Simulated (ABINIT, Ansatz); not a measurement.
# How the form of the self-energy moves the gap of CdF2 (Fm-3m)

Aim: compare treatments of exchange, screening and correlation for the gap of CdF2 (Fm-3m).

Program: ABINIT 10.8.3. Level of theory: PBE and many-body steps on it, plane waves. Results are calculated unless marked as measured.

**1. The starting structure**

It takes space group Fm-3m (No. 225, cubic). Conventional cell: a = 5.388 Å, b = 5.388 Å, c = 5.388 Å, α = 90.00°, β = 90.00°, γ = 90.00°. Nearest to Cd lie 8 F at 2.33 Å. Nearest to F lie 4 Cd at 2.33 Å. Farther neighbours and most contacts between anions are not listed.

The cell and positions come from the Crystallography Open Database and are kept as given unless a step says otherwise.

**2. Empty states on the mesh, 4×4×4 mesh, 141 bands**

This step: ABINIT 10.8.3; DFT, PBE, plane waves, norm-conserving pseudopotentials.

The sums over transitions need many empty states on a uniform mesh; this step solves for them.

The input, run.abi:

```
acell 3*1.0 Angstrom
rprim 
  0.000000000000 2.694000000000 2.694000000000
  2.694000000000 -0.000000000000 2.694000000000
  2.694000000000 2.694000000000 -0.000000000000
ntypat 2
znucl 48 9
natom 3
typat 1 2 2
xred 
  0.000000000000 0.000000000000 0.000000000000
  0.250000000000 0.250000000000 0.250000000000
  0.750000000000 0.750000000000 0.750000000000
pp_dirpath "pseudos"
pseudos "Cd.upf, F.upf"
ecut 47
ngkpt 4 4 4
nshiftk 1
shiftk 0 0 0
kptopt 1
chksymbreak 0
irdden 1
istwfk *1
nband 141
prtvol 0
optdriver 6
gwr_task "HDIAGO"
paral_kgb 0
occopt 1
indata_prefix "in"
outdata_prefix "out"
tmpdata_prefix "tmp"
```

Run with:

```console
$ OMP_NUM_THREADS=1 mpirun -n 4 abinit run.abi > log
```

Output:

```text
.Version 10.8.3 of ABINIT. v10.8.2 released Aug 2026.

 Symmetries : space group Fm -3 m (#225); Bravais cF (face-center cubic)
[... echo of the input left out ...]
== DATASET  1 ==================================================================
-   mpi_nproc: 4, omp_nthreads: 1 (-1 if OMP is not activated)

--- !DatasetInfo
iteration_state: {dtset: 1, }
dimensions: {natom: 3, nkpt: 8, mband: 141, nsppol: 1, nspinor: 1, nspden: 1, mpw: 4092, }
cutoff_energies: {ecut:  47.0, pawecutdg:  -1.0, }
[...]
Indirect band gap semiconductor
 Fundamental gap:     3.124 (eV)
   VBM:     3.135 (eV) at k: [-2.5000E-01,  5.0000E-01,  2.5000E-01]
   CBM:     6.259 (eV) at k: [ 0.0000E+00,  0.0000E+00,  0.0000E+00]
 Direct gap:         3.619 (eV) at k: [ 0.0000E+00,  0.0000E+00,  0.0000E+00]

== END DATASET(S) ==============================================================
================================================================================

 -outvars: echo values of variables after computation  --------
           etotal      0.0000000000E+00
            nband         141
             nkpt           8
          spgroup         225
 [... the other variables as echoed above ...]

 Calculation completed.
```

Elapsed: 75 s, on 4 MPI ranks of Arm Neoverse V2, shared host; peak memory 3.8 GiB; 5 min of CPU time.

Numbers from this step:

```yaml
gap: 3.124 eV
k_of_the_valence_top: -0.25, 0.5, 0.25
k_of_the_conduction_bottom: 0, 0, 0
least_direct_gap: 3.619 eV
k_points_computed: 8
lowest_point_of_the_top_converged_band_above_the_valence_top: 112.1025 eV
```

On this mesh the gap is 3.124 eV.

The density comes from a self-consistent run that is not shown.

**3. Screening, 4×4×4 mesh, 64 bands, screening to 141.5 eV**

The RPA dielectric matrix is built and inverted for each q.

This step: RPA screening on PBE, plane waves, norm-conserving pseudopotentials.

Edit run.abi of step 2 so:

```diff
@@ -21,10 +21,11 @@
 chksymbreak 0
-irdden 1
 istwfk *1
-nband 141
-prtvol 0
-optdriver 6
-gwr_task "HDIAGO"
-paral_kgb 0
 occopt 1
+irdwfk 1
+optdriver 3
+nband 64
+ecuteps 5.2
+inclvkb 2
+awtr 1
+symchi 1
 indata_prefix "in"
```

Output:

```text
.Version 10.8.3 of ABINIT. v10.8.2 released Aug 2026.

 Symmetries : space group Fm -3 m (#225); Bravais cF (face-center cubic)
[... echo of the input left out ...]
== DATASET  1 ==================================================================
-   mpi_nproc: 4, omp_nthreads: 1 (-1 if OMP is not activated)

--- !DatasetInfo
iteration_state: {dtset: 1, }
dimensions: {natom: 3, nkpt: 8, mband: 64, nsppol: 1, nspinor: 1, nspden: 1, mpw: 4092, }
cutoff_energies: {ecut:  47.0, pawecutdg:  -1.0, }
electrons: {nelect:   3.40000000E+01, charge:   0.00000000E+00, occopt:   1.00000000E+00, tsmear:   1.00000000E-02, }

 SCREENING: Calculation of the susceptibility and dielectric matrices

 Based on a program developped by R.W. Godby, V. Olevano, G. Onida, and L. Reining.
 Incorporated in ABINIT by V. Olevano, G.-M. Rignanese, and M. Torrent.
.Using double precision arithmetic ; gwpc =  8

[... cell and pseudopotentials left out ...]
--------------------------------------------------------------------------------

 ==== K-mesh for the wavefunctions ====
 Number of points in the irreducible wedge :     8
[... list of points left out ...]
 Together with 48 symmetry operations and time-reversal symmetry
 yields    64 points in the full Brillouin Zone.

 ==== Q-mesh for the screening function ====
 Number of points in the irreducible wedge :     8
[... list of points left out ...]
 Together with 48 symmetry operations and time-reversal symmetry
 yields    64 points in the full Brillouin Zone.

 setmesh: FFT mesh size selected  =    30x   30x   30
          total number of points  =        27000

 vcoul_init : cutoff-mode = AUXILIARY_FUNCTION
 q-points for optical limit:   1
     1)      0.000010    0.000020    0.000030

- screening: taking advantage of time-reversal symmetry
- Maximum band index for partially occupied states nbvw = 17
- Remaining bands to be divided among processors   nbcw = 47
- Number of bands treated by each node ~11

 Number of electrons calculated from density =   34.0000; Expected =   34.0000
 average of density, n =  0.128843
 r_s =    1.2282
 omega_plasma =   34.6246 [eV]

 calculating chi0 at frequencies [eV] :
  1    0.000000E+00    0.000000E+00
  2    0.000000E+00    3.462465E+01

--------------------------------------------------------------------------------
  q-point number  1        q = ( 0.000000, 0.000000, 0.000000) [r.l.u.]
--------------------------------------------------------------------------------
[... chi0 elements left out ...]
 For q-point:  0.000010 0.000020 0.000030
  dielectric constant =   2.7455
  dielectric constant without local fields =   2.8844

  Average fulfillment of the sum rule on Im[epsilon] for q-point    1 :     40.35  [%]
[... wings left out ...]
  q-point number  2        q = ( 0.250000, 0.000000, 0.000000) [r.l.u.]
--------------------------------------------------------------------------------
[... chi0 elements left out ...]
  Average fulfillment of the sum rule on Im[epsilon] for q-point    2 :     57.44  [%]

 [... 6 further q-points ...]
```

Run time: 16 s. Hardware: 4 MPI ranks; peak memory 0.84 GiB; 63 s of CPU time.

This step gave:

- ε∞ with local fields, on this mesh, along the program's q direction: 2.745
- the same without local fields: 2.884
- plasma frequency: 34.62 eV
- plane waves in the screening matrix: 169

Local fields lower ε∞ by 5 %. On a Γ-centred mesh this coarse the value itself is usually too large, while a short band sum pulls it down.

**4. G0W0, Godby-Needs plasmon pole**

The self-energy is evaluated for the states that the input lists, and the levels follow from it, in one-shot runs by the linearised quasiparticle equation.

This step: G0W0 on PBE, plane waves, norm-conserving pseudopotentials.

Edit run.abi of step 3 so:

```diff
@@ -24,8 +24,17 @@
 irdwfk 1
-optdriver 3
+optdriver 4
 nband 64
+gwcalctyp 0
+ecutsigx 47
+symsigma 1
+nkptgw 2
+kptgw 
+  -0.2500000000 0.5000000000 0.2500000000
+  0.0000000000 0.0000000000 0.0000000000
+bdgw 
+  16 19
+  15 21
 ecuteps 5.2
-inclvkb 2
-awtr 1
-symchi 1
+irdscr 1
+ppmodel 1
 indata_prefix "in"
```

Output:

```text
.Version 10.8.3 of ABINIT. v10.8.2 released Aug 2026.

 Symmetries : space group Fm -3 m (#225); Bravais cF (face-center cubic)
[... echo of the input left out ...]
== DATASET  1 ==================================================================
-   mpi_nproc: 4, omp_nthreads: 1 (-1 if OMP is not activated)

--- !DatasetInfo
iteration_state: {dtset: 1, }
dimensions: {natom: 3, nkpt: 8, mband: 64, nsppol: 1, nspinor: 1, nspden: 1, mpw: 4092, }
cutoff_energies: {ecut:  47.0, pawecutdg:  -1.0, }
electrons: {nelect:   3.40000000E+01, charge:   0.00000000E+00, occopt:   1.00000000E+00, tsmear:   1.00000000E-02, }

 SIGMA: Calculation of the GW corrections

 Based on a program developped by R.W. Godby, V. Olevano, G. Onida, and L. Reining.
 Incorporated in ABINIT by V. Olevano, G.-M. Rignanese, and M. Torrent.
.Using double precision arithmetic ; gwpc =  8

[... cell and pseudopotentials left out ...]
--------------------------------------------------------------------------------

 ==== K-mesh for the wavefunctions ====
 Number of points in the irreducible wedge :     8
[... list of points left out ...]
 Together with 48 symmetry operations and time-reversal symmetry
 yields    64 points in the full Brillouin Zone.

 ==== Q-mesh for screening function ====
 Number of points in the irreducible wedge :     8
[... list of points left out ...]
 Together with 48 symmetry operations and time-reversal symmetry
 yields    64 points in the full Brillouin Zone.

 vcoul_init : cutoff-mode = AUXILIARY_FUNCTION
 q-points for optical limit:   1
     1)      0.000010    0.000020    0.000030
 setmesh: FFT mesh size selected  =    45x   45x   45
          total number of points  =        91125

 Number of electrons calculated from density =   34.0000; Expected =   34.0000
 average of density, n =  0.128843
 r_s =    1.2282
 omega_plasma =   34.6246 [eV]

 === KS Band Gaps ===
  >>>> For spin  1
   Minimum direct gap =   3.6194 [eV], located at k-point      :   0.0000  0.0000  0.0000
   Fundamental gap    =   3.1240 [eV], Top of valence bands at :  -0.2500  0.5000  0.2500
                                       Bottom of conduction at :   0.0000  0.0000  0.0000
 SIGMA fundamental parameters:
 PLASMON POLE MODEL  1
 number of plane-waves for SigmaX                 4015
 number of plane-waves for SigmaC and W            169
 number of plane-waves for wavefunctions          4015
 number of bands                                    64
 number of independent spin polarizations            1
 number of spinorial components                      1
 number of k-points in IBZ                           8
 number of q-points in IBZ                           8
 number of symmetry operations                      48
 number of k-points in BZ                           64
 number of q-points in BZ                           64
 number of frequencies for dSigma/dE                 9
 frequency step for dSigma/dE [eV]                0.25
 number of omega for Sigma on real axis              0
 max omega for Sigma on real axis  [eV]           0.00
 zcut for avoiding poles [eV]                     0.10

 EPSILON^-1 parameters (SCR file):
 dimension of the eps^-1 matrix on file            169
 dimension of the eps^-1 matrix used               169
 number of plane-waves for wavefunctions          4015
 number of bands                                    64
 number of q-points in IBZ                           8
 number of frequencies                               2
 number of real frequencies                          1
 number of imag frequencies                          1

 matrix elements of self-energy operator (all in [eV])

 Perturbative Calculation

--- !SelfEnergy_ee
iteration_state: {dtset: 1, }
kpoint     : [  -0.250,    0.500,    0.250, ]
spin       : 1
KS_gap     :    8.101
QP_gap     :   11.479
Delta_QP_KS:    3.378
data: !SigmaeeData |
     Band     E0 <VxcDFT>   SigX SigC(E0)      Z dSigC/dE  Sig(E)    E-E0       E
       16   2.536 -23.138 -30.563   5.944   0.792  -0.263 -24.310  -1.172   1.364
       17   3.135 -24.392 -31.575   5.774   0.802  -0.246 -25.523  -1.130   2.005
       18  11.236 -16.752 -10.745  -3.387   0.858  -0.166 -14.504   2.248  13.484
       19  14.664 -10.958  -6.360  -3.328   0.865  -0.157  -9.861   1.098  15.761

--- !SelfEnergy_ee
iteration_state: {dtset: 1, }
kpoint     : [   0.000,    0.000,    0.000, ]
spin       : 1
KS_gap     :    3.619
QP_gap     :    6.097
Delta_QP_KS:    2.477
data: !SigmaeeData |
     Band     E0 <VxcDFT>   SigX SigC(E0)      Z dSigC/dE  Sig(E)    E-E0       E
       15   2.640 -24.993 -32.322   5.627   0.815  -0.227 -26.380  -1.387   1.252
       16   2.640 -24.993 -32.322   5.627   0.815  -0.227 -26.380  -1.387   1.252
       17   2.640 -24.993 -32.322   5.627   0.815  -0.227 -26.380  -1.387   1.252
       18   6.259 -12.403  -7.938  -3.220   0.875  -0.142 -11.313   1.090   7.349
       19  15.876 -10.202  -4.669  -3.954   0.878  -0.139  -8.815   1.387  17.263
       20  15.876 -10.202  -4.669  -3.954   0.878  -0.139  -8.815   1.387  17.263
       21  15.876 -10.202  -4.669  -3.954   0.878  -0.139  -8.815   1.387  17.263

== END DATASET(S) ==============================================================
================================================================================

 -outvars: echo values of variables after computation  --------
           etotal      0.0000000000E+00
            nband          64
             nkpt           8
          spgroup         225
 [... the other variables as echoed above ...]

 Calculation completed.
```

Run time: 5.3 s. Hardware: 4 MPI ranks; peak memory 0.7 GiB.

This step gave:

```yaml
g0w0_gap_on_the_points_computed: 5.344 eV
starting_gap_on_the_mesh: 3.124 eV
k_of_the_valence_top: -0.25, 0.5, 0.25
k_of_the_conduction_bottom: 0, 0, 0
z_at_the_valence_top: 0.802
z_at_the_conduction_bottom: 0.875
least_direct_g0w0_gap_on_the_computed_points: 6.097 eV
```

The gap on the mesh goes from 3.12 eV to 5.34 eV, a correction of +2.22 eV.

**5. G0W0, von der Linden-Horsch plasmon pole**

Edit run.abi of step 4 so:

```diff
@@ -38,3 +38,3 @@
 irdscr 1
-ppmodel 1
+ppmodel 3
 indata_prefix "in"
```

Output:

```text
.Version 10.8.3 of ABINIT. v10.8.2 released Aug 2026.

 Symmetries : space group Fm -3 m (#225); Bravais cF (face-center cubic)
[... echo of the input left out ...]
== DATASET  1 ==================================================================
-   mpi_nproc: 4, omp_nthreads: 1 (-1 if OMP is not activated)

--- !DatasetInfo
iteration_state: {dtset: 1, }
dimensions: {natom: 3, nkpt: 8, mband: 64, nsppol: 1, nspinor: 1, nspden: 1, mpw: 4092, }
cutoff_energies: {ecut:  47.0, pawecutdg:  -1.0, }
electrons: {nelect:   3.40000000E+01, charge:   0.00000000E+00, occopt:   1.00000000E+00, tsmear:   1.00000000E-02, }

 SIGMA: Calculation of the GW corrections

 Based on a program developped by R.W. Godby, V. Olevano, G. Onida, and L. Reining.
 Incorporated in ABINIT by V. Olevano, G.-M. Rignanese, and M. Torrent.
.Using double precision arithmetic ; gwpc =  8

[... cell and pseudopotentials left out ...]
--------------------------------------------------------------------------------

 ==== K-mesh for the wavefunctions ====
 Number of points in the irreducible wedge :     8
[... list of points left out ...]
 Together with 48 symmetry operations and time-reversal symmetry
 yields    64 points in the full Brillouin Zone.

 ==== Q-mesh for screening function ====
 Number of points in the irreducible wedge :     8
[... list of points left out ...]
 Together with 48 symmetry operations and time-reversal symmetry
 yields    64 points in the full Brillouin Zone.

 vcoul_init : cutoff-mode = AUXILIARY_FUNCTION
 q-points for optical limit:   1
     1)      0.000010    0.000020    0.000030
 setmesh: FFT mesh size selected  =    45x   45x   45
          total number of points  =        91125

 Number of electrons calculated from density =   34.0000; Expected =   34.0000
[...]
number of omega for Sigma on real axis              0
 max omega for Sigma on real axis  [eV]           0.00
 zcut for avoiding poles [eV]                     0.10

 EPSILON^-1 parameters (SCR file):
 dimension of the eps^-1 matrix on file            169
 dimension of the eps^-1 matrix used               169
 number of plane-waves for wavefunctions          4015
 number of bands                                    64
 number of q-points in IBZ                           8
 number of frequencies                               2
 number of real frequencies                          1
 number of imag frequencies                          1

 matrix elements of self-energy operator (all in [eV])

 Perturbative Calculation

--- !SelfEnergy_ee
iteration_state: {dtset: 1, }
kpoint     : [  -0.250,    0.500,    0.250, ]
spin       : 1
KS_gap     :    8.101
QP_gap     :   11.641
Delta_QP_KS:    3.540
data: !SigmaeeData |
     Band     E0 <VxcDFT>   SigX SigC(E0)      Z dSigC/dE  Sig(E)    E-E0       E
       16   2.536 -23.138 -30.563   5.800   0.880  -0.136 -24.568  -1.429   1.106
       17   3.135 -24.392 -31.575   5.707   0.884  -0.132 -25.696  -1.303   1.832
       18  11.236 -16.752 -10.745  -3.561   0.915  -0.093 -14.515   2.237  13.473
[...]
--- !SelfEnergy_ee
iteration_state: {dtset: 1, }
kpoint     : [   0.000,    0.000,    0.000, ]
spin       : 1
KS_gap     :    3.619
QP_gap     :    6.033
Delta_QP_KS:    2.413
data: !SigmaeeData |
     Band     E0 <VxcDFT>   SigX SigC(E0)      Z dSigC/dE  Sig(E)    E-E0       E
[...]
20  15.876 -10.202  -4.669  -4.211   0.933  -0.071  -8.968   1.234  17.110
       21  15.876 -10.202  -4.669  -4.211   0.933  -0.071  -8.968   1.234  17.110

== END DATASET(S) ==============================================================
================================================================================

 -outvars: echo values of variables after computation  --------
           etotal      0.0000000000E+00
            nband          64
             nkpt           8
          spgroup         225
 [... the other variables as echoed above ...]

 Calculation completed.
```

It took 4 s on 4 MPI ranks; peak memory 0.64 GiB.

Numbers from this step:

| Quantity | Value |
| --- | --- |
| G0W0 gap on the points computed | 5.262 eV |
| starting gap on the mesh | 3.124 eV |
| k of the valence top | -0.25, 0.5, 0.25 |
| k of the conduction bottom | 0, 0, 0 |
| Z at the valence top | 0.884 |
| Z at the conduction bottom | 0.927 |
| least direct G0W0 gap on the computed points | 6.033 eV |

Against G0W0 in ABINIT (4×4×4 mesh, 64 bands, screening to 141.5 eV, Godby-Needs plasmon pole), the gap moves by −0.082 eV.

**6. G0W0, Hybertsen-Louie plasmon pole**

Edit run.abi of step 5 so:

```diff
@@ -38,3 +38,3 @@
 irdscr 1
-ppmodel 3
+ppmodel 2
 indata_prefix "in"
```

Output:

```text
.Version 10.8.3 of ABINIT. v10.8.2 released Aug 2026.

 Symmetries : space group Fm -3 m (#225); Bravais cF (face-center cubic)
[... echo of the input left out ...]
== DATASET  1 ==================================================================
-   mpi_nproc: 4, omp_nthreads: 1 (-1 if OMP is not activated)

--- !DatasetInfo
iteration_state: {dtset: 1, }
dimensions: {natom: 3, nkpt: 8, mband: 64, nsppol: 1, nspinor: 1, nspden: 1, mpw: 4092, }
cutoff_energies: {ecut:  47.0, pawecutdg:  -1.0, }
[...]
Band     E0 <VxcDFT>   SigX SigC(E0)      Z dSigC/dE  Sig(E)    E-E0       E
[...]
20  15.876 -10.202  -4.669  -4.211   0.913  -0.095  -8.994   1.208  17.084
       21  15.876 -10.202  -4.669  -4.211   0.913  -0.095  -8.994   1.208  17.084

== END DATASET(S) ==============================================================
================================================================================

 -outvars: echo values of variables after computation  --------
           etotal      0.0000000000E+00
            nband          64
             nkpt           8
          spgroup         225
 [... the other variables as echoed above ...]

 Calculation completed.
```

It took 5.2 s on 4 MPI ranks; peak memory 0.69 GiB; 21 s of CPU time.

Numbers from this step:

```yaml
g0w0_gap_on_the_points_computed: 5.873 eV
starting_gap_on_the_mesh: 3.124 eV
k_of_the_valence_top: -0.25, 0.5, 0.25
k_of_the_conduction_bottom: 0, 0, 0
least_direct_g0w0_gap_on_the_computed_points: 6.377 eV
```

Against G0W0 in ABINIT (4×4×4 mesh, 64 bands, screening to 141.5 eV, Godby-Needs plasmon pole), the gap moves by +0.529 eV.

[end of part 1 of 2]

[Paths, hosts, dates, memory and timing lines, banners, echoed tables and standing remarks are left out of the program output.]

[Logs are printed without paths, hosts, clocks, repeated set-up lines and the standing remarks that a program may print on its own settings, such as how far it seeks lower states.]

[Runs of the session that timed out or met a known fault of the program may be left out.]

[Hosts, paths, dates, database ids (printed as entryN), source tags and the programs' standing remarks are cut or masked in the printed files.]

[G0W0 gaps are taken among the corrected bands and points alone; a level outside them can change the order at an edge.]

[Where Ansatz stands beside ABINIT at settings called matched, ABINIT's density can come from a denser mesh and the files from another edition; pairs whose starting gaps differed by over 0.03 eV were left out, so agreement reads better than it is.]
